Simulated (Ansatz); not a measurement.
# Li2SiS3 (Cmc2_1): the host for defect calculations

Aim: the runs on the perfect crystal Li2SiS3 (Cmc2_1) that a defect calculation needs first.

Method: plane-wave PAW DFT, PBEsol; relaxation of the defect-free supercell from random displacements, a test of the host's stability; PAW set soft_1, in Ansatz 0.2.0.

## Step 1: Set-up

The cell holds 48 atoms: 16 Li, 8 Si and 24 S. Cell: a = 8.972 Å, b = 13.000 Å, c = 13.398 Å, α = 39.7°, β = 67.8°, γ = 72.5°.

## Step 2: Defect free supercell relaxed from displaced atoms

The input displaces the atoms at random before the relaxation, so that it can leave a symmetric saddle if there is one.

pristine.rattled/input.yaml

```yaml
crystal:
  lattice:
    - [0.0, -6.7453479389, -5.9155994569]
    - [11.5759877855, 0.0, -5.9155994569]
    - [11.5759877855, -6.7453479389, 0.0]
  atoms:
    - { symbol: Li, position: [0.4127150182, 0.5942850711, 0.2405990979] }
    - { symbol: Li, position: [0.4127150182, 0.5942850711, 0.7405990979] }
    - { symbol: Li, position: [0.9127150182, 0.0942850711, 0.2405990979] }
    - { symbol: Li, position: [0.9127150182, 0.0942850711, 0.7405990979] }
    - { symbol: Li, position: [0.3442850711, 0.1627150182, 0.0024008128] }
    - { symbol: Li, position: [0.3442850711, 0.1627150182, 0.5024008128] }
    - { symbol: Li, position: [0.8442850711, 0.6627150182, 0.0024008128] }
    - { symbol: Li, position: [0.8442850711, 0.6627150182, 0.5024008128] }
    - { symbol: Li, position: [0.0094009021, 0.4975991872, 0.3372849818] }
    - { symbol: Li, position: [0.0094009021, 0.4975991872, 0.8372849818] }
    - { symbol: Li, position: [0.5094009021, 0.9975991872, 0.3372849818] }
    - { symbol: Li, position: [0.5094009021, 0.9975991872, 0.8372849818] }
    - { symbol: Li, position: [0.2475991872, 0.7594009021, 0.4057149289] }
    - { symbol: Li, position: [0.2475991872, 0.7594009021, 0.9057149289] }
    - { symbol: Li, position: [0.7475991872, 0.2594009021, 0.4057149289] }
    - { symbol: Li, position: [0.7475991872, 0.2594009021, 0.9057149289] }
    - { symbol: Si, position: [0.0811494721, 0.9170103263, 0.0829896737] }
    - { symbol: Si, position: [0.0811494721, 0.9170103263, 0.5829896737] }
    - { symbol: Si, position: [0.5811494721, 0.4170103263, 0.0829896737] }
    - { symbol: Si, position: [0.5811494721, 0.4170103263, 0.5829896737] }
    - { symbol: Si, position: [0.1670103263, 0.3311494721, 0.1688505279] }
    - { symbol: Si, position: [0.1670103263, 0.3311494721, 0.6688505279] }
    - { symbol: Si, position: [0.6670103263, 0.8311494721, 0.1688505279] }
    - { symbol: Si, position: [0.6670103263, 0.8311494721, 0.6688505279] }
    - { symbol: S, position: [0.1277228572, 0.2820612928, 0.0653443194] }
    - { symbol: S, position: [0.1277228572, 0.2820612928, 0.5653443194] }
    - { symbol: S, position: [0.6277228572, 0.7820612928, 0.0653443194] }
    - { symbol: S, position: [0.6277228572, 0.7820612928, 0.5653443194] }
    - { symbol: S, position: [0.0320612928, 0.8777228572, 0.2748715307] }
    - { symbol: S, position: [0.0320612928, 0.8777228572, 0.7748715307] }
    - { symbol: S, position: [0.5320612928, 0.3777228572, 0.2748715307] }
    - { symbol: S, position: [0.5320612928, 0.3777228572, 0.7748715307] }
    - { symbol: S, position: [0.1846556806, 0.7251284693, 0.1222771428] }
    - { symbol: S, position: [0.1846556806, 0.7251284693, 0.6222771428] }
    - { symbol: S, position: [0.6846556806, 0.2251284693, 0.1222771428] }
    - { symbol: S, position: [0.6846556806, 0.2251284693, 0.6222771428] }
    - { symbol: S, position: [0.4751284693, 0.9346556806, 0.2179387072] }
    - { symbol: S, position: [0.4751284693, 0.9346556806, 0.7179387072] }
    - { symbol: S, position: [0.9751284693, 0.4346556806, 0.2179387072] }
    - { symbol: S, position: [0.9751284693, 0.4346556806, 0.7179387072] }
    - { symbol: S, position: [0.257201875, 0.115867848, 0.384132152] }
    - { symbol: S, position: [0.257201875, 0.115867848, 0.884132152] }
    - { symbol: S, position: [0.757201875, 0.615867848, 0.384132152] }
    - { symbol: S, position: [0.757201875, 0.615867848, 0.884132152] }
    - { symbol: S, position: [0.365867848, 0.507201875, 0.492798125] }
    - { symbol: S, position: [0.365867848, 0.507201875, 0.992798125] }
    - { symbol: S, position: [0.865867848, 0.007201875, 0.492798125] }
    - { symbol: S, position: [0.865867848, 0.007201875, 0.992798125] }
basis:
  ecutwfc: 420
  xc_grid: 2
hamiltonian:
  xc: pbesol
  pseudopotentials: { kind: paw, azcp: { folder: soft_1 }, xc_functional: pbe }
kpoints:
  mp_grid: { grid: [1, 1, 1] }
scf:
  occupations: { method: fermi_dirac, width: 0.01 }
  max_iter: 80
output:
  forces: true
relax:
  f_tol: 0.01
  max_steps: 120
  random_displacement: { amplitude: 0.08, seed: 3651 }
checkpoint:
  write: "../pristine.rattled.run"
  compress: false
  write_wavefunctions: false
  write_every: 100000
```

The run is started by

```
$ ansatz run input.yaml --threads 4 --pin off --max-ram 7536MiB --backend cpu --events-out ev --progress --plain --runs-dir out
```

Numbers of over 12 decimals in the logs are rounded to 6 here.

The program printed:

```text
[... repeated set-up lines and file paths are left out, and long positions are rounded to six places ...]
Engine: ansatz 0.2.0, x86_64-unknown-linux-gnu
Pseudopotentials: kind: paw
Pseudopotential: Li, paw, valence charge 3, recommended cutoff 420 eV (normal), soft_1/Li.paw.azcp
Pseudopotential: Si, paw, valence charge 4, recommended cutoff 420 eV (normal), soft_1/Si.paw.azcp
Pseudopotential: S, paw, valence charge 6, recommended cutoff 420 eV (normal), soft_1/S.paw.azcp
Functional definition: PBEsol
  exchange = pbesol_x
  correlation = pbesol_c
Crystal: 48 atoms, lattice volume = 923.828 Å³
Basis set: ecut = 420 eV, 18035 PW (Γ), exchange–correlation on 120×180×180 points (8 copies of the dense FFT grid, shifted against one another)
Bands: 160, of which v1, the nominal top of the filled ones, is band 112 counted from 1 (111 counted from 0)
Symmetry: 1 space group operations
k-points: 1
Non-local potential: Li, projectors of the file, l = 0: 3, l = 1: 2, l = 2: 1
Non-local potential: Si, projectors of the file, l = 0: 2, l = 1: 2, l = 2: 1
Non-local potential: S, projectors of the file, l = 0: 2, l = 1: 2, l = 2: 1
PAW form: soft (Blöchl's): semilocal exchange-correlation on the pseudo side does not see the compensation charge
PAW frozen core: Si, regenerated for the run's functional, and the local potential with it (the file was generated under x = pbe(κ = 0.804, μ = 0.219515), c = pbe(β = 0.066725))
PAW frozen core: S, regenerated for the run's functional, and the local potential with it (the file was generated under x = pbe(κ = 0.804, μ = 0.219515), c = pbe(β = 0.066725))
PAW one-centre angular grid: Li, 110 points (default); XC on 64 Gauss nodes
PAW one-centre angular grid: Si, 110 points (default); XC on 64 Gauss nodes
PAW one-centre angular grid: S, 110 points (default); XC on 64 Gauss nodes
Initial density: superposition of atomic densities (chi_scale 0.1, normalization cell, long waves kept (reshape's long-wave potential 0.05 eV rms))
Initial wavefunctions: pseudopotential atomic-orbital guess
Functional: x = pbesol(κ = 0.804, μ = 0.123457), c = pbesol(β = 0.046)
SCF iter   1: F=—  HF=-29515.695596 eV  |F-HF|=—  |Δ(HF+E_count)|=         —  Δρ=4.04e-2  dr2=2.83e1  ethr=3.10e-3  ⟨swp⟩=9.0  Hψ=859  notcnv=0  defer=18
preconditioner: auto → Resta (q_TF=auto, 2.154 Å⁻¹)  ε∞=3.6  [insulator: Δε(μ)=4.005 eV  Ē_g=10.499 eV  σ=0.010 eV  W_gap=1.00  n_scr=154 (ndim 8)  ℏωp=16.9 eV  f_vac=0.000  D(μ)=0.00/eV (n_scr^D=0)  ε∞_Penn≈3.6]
SCF iter   2: F=—  HF=-29508.809462 eV  |F-HF|=—  |Δ(HF+E_count)|=    6.89e0  Δρ=2.07e-2  dr2=4.99e0  ethr=3.10e-3  ⟨swp⟩=4.0  Hψ=268  notcnv=0  defer=40
SCF iter   3: F=—  HF=-29507.498916 eV  |F-HF|=—  |Δ(HF+E_count)|=    1.31e0  Δρ=5.35e-3  dr2=3.94e-1  ethr=2.23e-3  ⟨swp⟩=3.0  Hψ=200  notcnv=0  defer=40
SCF iter   4: F=—  HF=-29507.490830 eV  |F-HF|=—  |Δ(HF+E_count)|=   8.09e-3  Δρ=1.33e-3  dr2=1.83e-2  ethr=1.76e-4  ⟨swp⟩=4.0  Hψ=280  notcnv=0  defer=40
SCF iter   5: F=—  HF=-29507.504853 eV  |F-HF|=—  |Δ(HF+E_count)|=   1.40e-2  Δρ=3.70e-4  dr2=2.19e-3  ethr=8.18e-6  ⟨swp⟩=3.0  Hψ=232  notcnv=0  defer=40
SCF iter   6: F=—  HF=-29507.504950 eV  |F-HF|=—  |Δ(HF+E_count)|=   9.74e-5  Δρ=1.05e-4  dr2=1.73e-4  ethr=9.76e-7  ⟨swp⟩=2.0  Hψ=239  notcnv=0  defer=40
SCF iter   7: F=—  HF=-29507.505111 eV  |F-HF|=—  |Δ(HF+E_count)|=   1.61e-4  Δρ=3.84e-5  dr2=3.07e-5  ethr=7.73e-8  ⟨swp⟩=3.0  Hψ=207  notcnv=0  defer=40
SCF iter   8: F=—  HF=-29507.505126 eV  |F-HF|=—  |Δ(HF+E_count)|=   1.44e-5  Δρ=1.21e-5  dr2=2.86e-6  ethr=1.37e-8  ⟨swp⟩=2.0  Hψ=193  notcnv=0  defer=40
SCF iter   9: F=-29507.505128 eV  HF=-29507.505128 eV  |F-HF|=1.58e-7  |Δ(HF+E_count)|=   2.09e-6  Δρ=4.70e-6  dr2=4.49e-7  ethr=1.12e-9  ⟨swp⟩=5.0  Hψ=500  notcnv=0
SCF 1 converged in 9 iterations: F = -29507.505128 eV  dr2 = 4.49e-7
  greatest PAW one-centre occupation: 1.000 electrons in one spin orbital (limit 2), on the Li atom at site 15 (counted from 0), in its partial waves of l = 0
relax step   1: F+E_penalty+E_count = -29507.50512781 eV  Δ(F+E_penalty+E_count) = +0.000e0 eV  max|allowed force component| = 2.451e0 eV/Å  Δτ_max = 0.0000 Å  (9 SCF iters, dr2 threshold 2.50e-6 eV, accepted)
[... the SCF cycles and remarks between the steps are left out from here to the last step ...]
relax step   2: F+E_penalty+E_count = -29508.67257387 eV  Δ(F+E_penalty+E_count) = -1.167e0 eV  max|allowed force component| = 6.985e-1 eV/Å  Δτ_max = 0.1234 Å  (5 SCF iters, dr2 threshold 1.00e-4 eV, accepted)
relax step   3: F+E_penalty+E_count = -29508.60158141 eV  Δ(F+E_penalty+E_count) = +7.099e-2 eV  max|allowed force component| = 3.765e-1 eV/Å  Δτ_max = 0.2000 Å  (6 SCF iters, dr2 threshold 3.05e-5 eV, rejected (line search))
relax step   4: F+E_penalty+E_count = -29508.86835499 eV  Δ(F+E_penalty+E_count) = -1.958e-1 eV  max|allowed force component| = 2.064e-1 eV/Å  Δτ_max = 0.0988 Å  (8 SCF iters, accepted)
relax step   5: F+E_penalty+E_count = -29508.89247825 eV  Δ(F+E_penalty+E_count) = -2.412e-2 eV  max|allowed force component| = 9.495e-3 eV/Å  Δτ_max = 0.0452 Å  (5 SCF iters, dr2 threshold 3.46e-6 eV, accepted)
iter 1 solved again at ethr=1.13e-9 eV; its pass at ethr=3.10e-3 eV (dr2=2.54e-6 eV) is discarded
SCF iter   1: F=—  HF=-29508.892418 eV  |F-HF|=—  |Δ(HF+E_count)|=         —  Δρ=1.32e-5  dr2=2.54e-6  ethr=1.13e-9  ⟨swp⟩=1.0  Hψ=376  notcnv=0  defer=40
SCF iter   2: F=—  HF=-29508.892478 eV  |F-HF|=—  |Δ(HF+E_count)|=   6.06e-5  Δρ=7.80e-6  dr2=7.85e-7  ethr=1.13e-9  ⟨swp⟩=2.0  Hψ=163  notcnv=0  defer=40
SCF iter   3: F=—  HF=-29508.892479 eV  |F-HF|=—  |Δ(HF+E_count)|=   5.43e-7  Δρ=2.50e-6  dr2=1.23e-7  ethr=3.51e-10  ⟨swp⟩=2.0  Hψ=176  notcnv=0  defer=40
SCF iter   4: F=-29508.892479 eV  HF=-29508.892479 eV  |F-HF|=1.04e-9  |Δ(HF+E_count)|=   5.77e-8  Δρ=4.55e-7  dr2=2.50e-9  ethr=4.46e-11  ⟨swp⟩=5.0  Hψ=536  notcnv=0
SCF 6 converged in 4 iterations: F = -29508.892479 eV  dr2 = 2.50e-9
relax step   6: F+E_penalty+E_count = -29508.89247905 eV  Δ(F+E_penalty+E_count) = -8.014e-7 eV  max|allowed force component| = 9.536e-3 eV/Å  Δτ_max = 0.0000 Å  (4 SCF iters, accepted)
SCF converged after 4 iterations
Free energy (F): -29508.892479 eV
Harris-Foulkes:  -29508.892479 eV  (|F-HF|=1.04e-9)
Internal energy: -29508.892479 eV  (E = F + TS)
E sigma→0 (E₀):  -29508.892479 eV
Fermi energy:    4.631483 eV
--- Per-component energies (eV) ---
  E_band       = -1651.780201
  E_kinetic    = 3158.028356
  E_local      = -6037.201104  (includes V_loc(G=0)·N_el)
  E_nonlocal   = 690.452463
  E_hartree    = 1807.006227
  E_xc         = -2715.839210
  E_vxc        = -2567.142264  (∫ρ·V_xc dr)
  E_paw        = -18558.620578  (= ΣΔE_a)
  E_vpaw       = -509.934217  (= ΣTr[D̂ρ^β])
  E_aug_tail   = 0.004420  (compensation charges beyond the density's cutoff)
  E_ewald      = -7854.462325
  E_core_change = 1.739271  (= ΣΔE_core)
  E_smearing   = -0.000000  (= −TS)
  E_closure    = -0.000000  (closes the sum)
  Σ components = -29508.892479   (vs F -29508.892479, Δ=0.00e0)
--- Forces (eV/Å), atoms counted from 1 ---
  atom   1  Li    -0.00035215     0.00352761    -0.00343831
  atom   2  Li     0.00263504     0.00228374     0.00519104
  atom   3  Li     0.00369542     0.00608848    -0.00346484
  atom   4  Li     0.00200910    -0.00135465    -0.00031241
  atom   5  Li    -0.00365198    -0.00220774     0.00123102
  atom   6  Li    -0.00265236    -0.00320239     0.00452123
  atom   7  Li    -0.00168869    -0.00503439     0.00136143
  atom   8  Li     0.00080300    -0.00308651    -0.00034260
  atom   9  Li     0.00278367    -0.00331560    -0.00079650
  atom  10  Li     0.00317802    -0.00252793     0.00437694
  atom  11  Li    -0.00071102    -0.00409518     0.00180654
  atom  12  Li     0.00109142    -0.00193471    -0.00089261
  atom  13  Li     0.00169297     0.00367710     0.00190123
  atom  14  Li    -0.00144078     0.00171770     0.00385531
  atom  15  Li    -0.00215212     0.00064658     0.00354557
  atom  16  Li    -0.00012676     0.00281562    -0.00298616
  atom  17  Si     0.00322158    -0.00081008     0.00262003
  atom  18  Si    -0.00211238     0.00001398     0.00411084
  atom  19  Si    -0.00330291    -0.00261544    -0.00231026
  atom  20  Si     0.00250957     0.00389782     0.00091554
  atom  21  Si    -0.00115397    -0.00174745    -0.00078798
  atom  22  Si     0.00374169     0.00266651    -0.00138565
  atom  23  Si     0.00261816     0.00500267     0.00201564
  atom  24  Si    -0.00337549     0.00153161     0.00350020
  atom  25  S      0.00326843    -0.00421421    -0.00035170
  atom  26  S      0.00215643     0.00012400    -0.00144528
  atom  27  S      0.00522532     0.00161972    -0.00714363
  atom  28  S      0.00470279    -0.00232691     0.00081362
  atom  29  S     -0.00363052     0.00336659    -0.00493790
  atom  30  S     -0.00242428    -0.00255690     0.00173553
  atom  31  S     -0.00243274     0.00151160     0.00335210
  atom  32  S     -0.00633655     0.00050448    -0.00253260
  atom  33  S      0.00776025     0.00295210    -0.00318022
  atom  34  S      0.00442415     0.00374598     0.00483932
  atom  35  S      0.00845989     0.00036488     0.00134021
  atom  36  S      0.00620509    -0.00117732    -0.00516350
  atom  37  S     -0.00614812    -0.00226586     0.00205298
  atom  38  S     -0.00953543    -0.00085611    -0.00176868
  atom  39  S     -0.00663688    -0.00131587    -0.00081151
  atom  40  S     -0.00631813    -0.00324435    -0.00304477
  atom  41  S     -0.00158046     0.00348065     0.00522451
  atom  42  S     -0.00300000     0.00276602    -0.00240790
  atom  43  S     -0.00489207     0.00052045    -0.00135629
  atom  44  S      0.00630764     0.00243352    -0.00448520
  atom  45  S      0.00002360    -0.00261261    -0.00100859
  atom  46  S     -0.00004565     0.00004588     0.00129415
  atom  47  S     -0.00199157    -0.00180783    -0.00098183
  atom  48  S     -0.00081307    -0.00299873    -0.00426237
  max |Σ_I F_I| component: 7.14e-6 eV/Å
--- Relaxed structure (6 steps of the walk, 5 accepted, 0 SCFs on fresh bases) ---
  F+E_penalty+E_count = -29508.89247905 eV   max|allowed force component| = 9.536e-3 eV/Å
  atoms:
    - { symbol: Li, position: [0.412872, 0.593151, 0.242371] }
    - { symbol: Li, position: [0.414700, 0.595156, 0.740106] }
    - { symbol: Li, position: [0.913324, 0.093163, 0.241871] }
    - { symbol: Li, position: [0.913457, 0.094402, 0.740811] }
    - { symbol: Li, position: [0.344094, 0.163463, 0.002414] }
    - { symbol: Li, position: [0.345298, 0.163860, 0.501837] }
    - { symbol: Li, position: [0.844267, 0.663477, 0.001716] }
    - { symbol: Li, position: [0.844354, 0.662588, 0.502833] }
    - { symbol: Li, position: [0.009482, 0.498140, 0.337339] }
    - { symbol: Li, position: [0.010785, 0.498851, 0.836133] }
    - { symbol: Li, position: [0.509118, 0.998755, 0.336878] }
    - { symbol: Li, position: [0.509259, 0.997383, 0.838173] }
    - { symbol: Li, position: [0.249135, 0.759553, 0.405724] }
    - { symbol: Li, position: [0.248794, 0.759490, 0.905779] }
    - { symbol: Li, position: [0.749012, 0.259952, 0.405667] }
    - { symbol: Li, position: [0.748141, 0.258098, 0.906958] }
    - { symbol: Si, position: [0.082272, 0.916711, 0.083377] }
    - { symbol: Si, position: [0.082502, 0.917881, 0.582676] }
    - { symbol: Si, position: [0.582364, 0.417372, 0.082705] }
    - { symbol: Si, position: [0.581932, 0.416926, 0.583568] }
    - { symbol: Si, position: [0.167568, 0.332258, 0.168297] }
    - { symbol: Si, position: [0.167391, 0.331430, 0.669105] }
    - { symbol: Si, position: [0.667670, 0.831317, 0.168909] }
    - { symbol: Si, position: [0.667972, 0.832174, 0.668341] }
    - { symbol: S, position: [0.127436, 0.283303, 0.065022] }
    - { symbol: S, position: [0.128194, 0.283204, 0.564851] }
    - { symbol: S, position: [0.627620, 0.782171, 0.065789] }
    - { symbol: S, position: [0.628671, 0.784444, 0.563677] }
    - { symbol: S, position: [0.033717, 0.876797, 0.275559] }
    - { symbol: S, position: [0.033692, 0.877920, 0.774889] }
    - { symbol: S, position: [0.534345, 0.378062, 0.274423] }
    - { symbol: S, position: [0.533435, 0.377702, 0.775295] }
    - { symbol: S, position: [0.186310, 0.724987, 0.122636] }
    - { symbol: S, position: [0.186969, 0.726236, 0.621816] }
    - { symbol: S, position: [0.686103, 0.225299, 0.122507] }
    - { symbol: S, position: [0.685448, 0.224952, 0.623101] }
    - { symbol: S, position: [0.476082, 0.935992, 0.216695] }
    - { symbol: S, position: [0.475952, 0.935795, 0.717114] }
    - { symbol: S, position: [0.975884, 0.436506, 0.216515] }
    - { symbol: S, position: [0.975234, 0.434953, 0.717885] }
    - { symbol: S, position: [0.258524, 0.117557, 0.383359] }
    - { symbol: S, position: [0.258242, 0.116433, 0.884145] }
    - { symbol: S, position: [0.758176, 0.616398, 0.384188] }
    - { symbol: S, position: [0.758902, 0.616649, 0.883097] }
    - { symbol: S, position: [0.366747, 0.507823, 0.492891] }
    - { symbol: S, position: [0.367331, 0.508316, 0.991853] }
    - { symbol: S, position: [0.867338, 0.008541, 0.492107] }
    - { symbol: S, position: [0.867260, 0.007369, 0.992536] }
```

Run time: 9.5 s. Hardware: 4 threads of Intel Xeon 6975P-C (Granite Rapids), shared host; peak memory 0.96 GiB.

Step by step:

```tsv
step	energy less that of the first step (eV)	largest force component (eV/Å)
1	0.0000	2.4512
2	-1.1674	0.6985
3	-1.0965	0.3765
4	-1.3632	0.2064
5	-1.3874	0.0095
6	-1.3874	0.0095
```

Relaxation step 3 was tried and not accepted.

The atoms that moved most (Å, from the sites as typed, ahead of the random displacement, the mean shift of all atoms taken out):

```tsv
atom	dx	dy	dz	length
Li1	0.003	-0.008	0.014	0.016
S28	0.004	0.010	-0.011	0.016
Li16	-0.005	-0.007	0.013	0.015
S34	0.003	-0.007	-0.012	0.014
Li3	-0.003	-0.007	0.011	0.014
S29	-0.007	-0.010	0.004	0.013
S39	0.000	0.010	-0.007	0.012
S25	0.006	0.010	0.003	0.012
```

The relaxation ends 29 meV an atom lower than the displaced start, with a largest force component of 0.0095 eV/Å.

## Step 3: What came out

```json
{"symmetric supercell less the displaced and relaxed one": "-0.001 eV"}
```

What this shows: The energy fell by 1.387 eV from the randomly displaced start; against the sites as typed, Li1 ends farthest off, by 0.02 Å, once the mean shift is taken out. The displaced cell ends within 0.01 eV of the symmetric one, so no lower structure shows in this supercell. All at zero temperature.

[Logs are printed without paths, hosts, clocks, repeated set-up lines and the standing remarks that a program may print on its own settings, such as how far it seeks lower states.]

[Hosts, paths, dates, database ids (printed as entryN), source tags and the programs' standing remarks are cut or masked in the printed files.]

[Runs of the host that timed out are not shown.]

[For some hosts the program warned that the k-mesh of the response run may be too coarse for force constants and the static dielectric constant; such warnings are not always shown.]
